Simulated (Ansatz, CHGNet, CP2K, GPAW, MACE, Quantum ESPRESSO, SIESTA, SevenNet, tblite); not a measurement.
# Which run comes nearest? H15W3C3S4N3 (P-1) (56 atoms)

The cell holds 56 atoms: 30 H, 6 W, 6 C, 8 S and 6 N. Its edges and angles: a = 9.085 Å, b = 9.160 Å, c = 9.566 Å, α = 103.7°, β = 116.6°, γ = 106.3°. It derives from H15W3C3S4N3 (P-1), repeated 1×1×1. H15W3C3S4N3, space group P-1, structure from the Crystallography Open Database, 1 x 1 x 1 conventional cells; positions as listed; bonds to H set to neutron lengths (C-H 1.089, N-H 1.015, O-H 0.983, B-H 1.19 Å) where the listed ones are shorter. Then every atom was moved at random, 0.03 Å r.m.s. a Cartesian component (hydrogen 0.6 of that).

Geometry: as built.

The reference, a calculation:

| Item | Value |
| --- | --- |
| method | Kohn-Sham DFT, PBE, SSSP efficiency 1.3.0 pseudopotentials, plane waves (Quantum ESPRESSO 7.5); sssp-pbe-1.3.0-efficiency, cutoffs 60/480 Ry, Γ point |
| r.m.s. force component | 0.8734 eV/Å |
| longest force | 4.54 eV/Å |
| pressure | 3.567 GPa |
| gap (highest filled to lowest empty level) | 0.543 eV |
| time | 3.2 min on 2 MPI ranks of Arm Neoverse V1, shared host |
| CPU time | 6.5 min |

Q: Estimate the differences from the reference, the CPU time and the memory of each run.
- GPAW PBE, LCAO dzp, h 0.18 Å (GPAW 26.7.0; 1 thread)
- CP2K GFN1-xTB, diagonalisation (CP2K 2026.2; 1 thread)
- CP2K LDA, DZVP-MOLOPT-SR, 600/50 Ry, diagonalisation (CP2K 2026.2; 2 threads)
- GPAW PBE, LCAO dzp, h 0.16 Å (GPAW 26.7.0; 1 thread)
- CP2K PBE, DZVP-UZH, 420/50 Ry, diagonalisation (CP2K 2026.2; 2 threads)
- SevenNet 0 potential (SevenNet 0; 1 thread)
- CP2K PBEsol, PBE potentials, DZVP-UZH, 600/50 Ry, diagonalisation (CP2K 2026.2; 4 MPI ranks)
- CP2K PBE, DZVP-UZH, 840/50 Ry, diagonalisation (CP2K 2026.2; 4 MPI ranks)
- QE PBE, dojo-0.4.1-standard, 80/320 Ry (Quantum ESPRESSO 7.5; 2 MPI ranks)
- CP2K PBE, SZV-MOLOPT-SR, 600/50 Ry, diagonalisation (CP2K 2026.2; 1 thread)

Differences are against the plane-wave reference, forces as r.m.s. over components; share is that over the reference's r.m.s. force, slope the least-squares factor from reference forces to these. Total energies of different programs have different zeros and aren't compared.

```csv
run,"Δ force, r.m.s. (meV/Å)",share (%),slope,Δ pressure (GPa),Δ gap (eV),cores,CPU time,memory (GiB)
reference,-,-,-,-,-,2,6.5 min,2.8
"GPAW PBE, LCAO dzp, h 0.18 Å",331,37.9,1.164,-,0.0152,1,96 s,0.7
"CP2K GFN1-xTB, diagonalisation",854,97.8,1.137,1.77,-,1,4.2 s,0.2
"CP2K LDA, DZVP-MOLOPT-SR, 600/50 Ry, diagonalisation",362,41.5,1.009,-6.63,0.0249,2,4.8 min,2.2
"GPAW PBE, LCAO dzp, h 0.16 Å",330,37.7,1.163,-,0.0153,1,2 min,0.86
"CP2K PBE, DZVP-UZH, 420/50 Ry, diagonalisation (coarse)",81.4,9.32,1.021,0.0069,0.0024,2,5.6 min,1.6
SevenNet 0 potential,215,24.6,0.886,-1.84,-,1,9.3 s,0.85
"CP2K PBEsol, PBE potentials, DZVP-UZH, 600/50 Ry, diagonalisation",203,23.2,1.055,-1.69,-0.0079,4,6 min,3.2
"CP2K PBE, DZVP-UZH, 840/50 Ry, diagonalisation",81.2,9.29,1.021,0.0064,0.0024,4,7.8 min,4.8
"QE PBE, dojo-0.4.1-standard, 80/320 Ry",37.8,4.33,0.980,-0.235,-0.0014,2,3.4 min,0.76
"CP2K PBE, SZV-MOLOPT-SR, 600/50 Ry, diagonalisation (coarse)",655,75.0,1.169,2.59,0.0909,1,3.4 min,2.2
```

Rows marked coarse were listed beforehand as settings not expected to be converged; some can still land near the reference.

Times of the machine-learned potentials are mostly Python's start and the loading of weights.

CPU time is summed over cores on a shared host, where runs went side by side, so it is rough. Symmetry, cutoffs, thresholds, outputs and thread counts weren't matched or tuned between programs; memory under MPI is the largest rank's times the ranks.

PBE on plane waves or a grid with other potentials, cutoffs or grids, coarse settings apart, differs from the reference by 4.3 % (QE PBE, dojo-0.4.1-standard, 80/320 Ry) of the r.m.s. force; this holds the reference's own error, so differences of a few per cent don't tell which side is nearer the exact PBE result. The PBE runs in local orbitals, coarse settings apart, differ by 9.3 % (CP2K PBE, DZVP-UZH, 840/50 Ry, diagonalisation) to 38 % (GPAW PBE, LCAO dzp, h 0.18 Å); basis, grid and potentials can all enter. Tight binding differs by 98 % (CP2K GFN1-xTB, diagonalisation); it is another model, with fitted parameters of its own, and the xTB methods hold dispersion. Machine-learned potentials differ by 25 % (SevenNet 0 potential); they were trained on other programs' data. Periodic xTB results under one method name differ between programs and library versions. With short bonds to hydrogen, sets of potentials differ among themselves by several per cent in forces even at converged cutoffs, so the reference isn't exact here either. Machine-learned potentials mimic data converged in k, so the reference's own k-point error enters their differences. The runs have no spin polarisation, so any moments at edges, vacancies or dangling bonds can't form. The electronic-structure runs sample only Γ, in a cell whose shortest periodic width is 7 Å.

[Logs are printed without paths, hosts, clocks, repeated set-up lines and the standing remarks that a program may print on its own settings, such as how far it seeks lower states.]

[Hosts, paths, dates, database ids (printed as entryN), source tags and the programs' standing remarks are cut or masked in the printed files.]
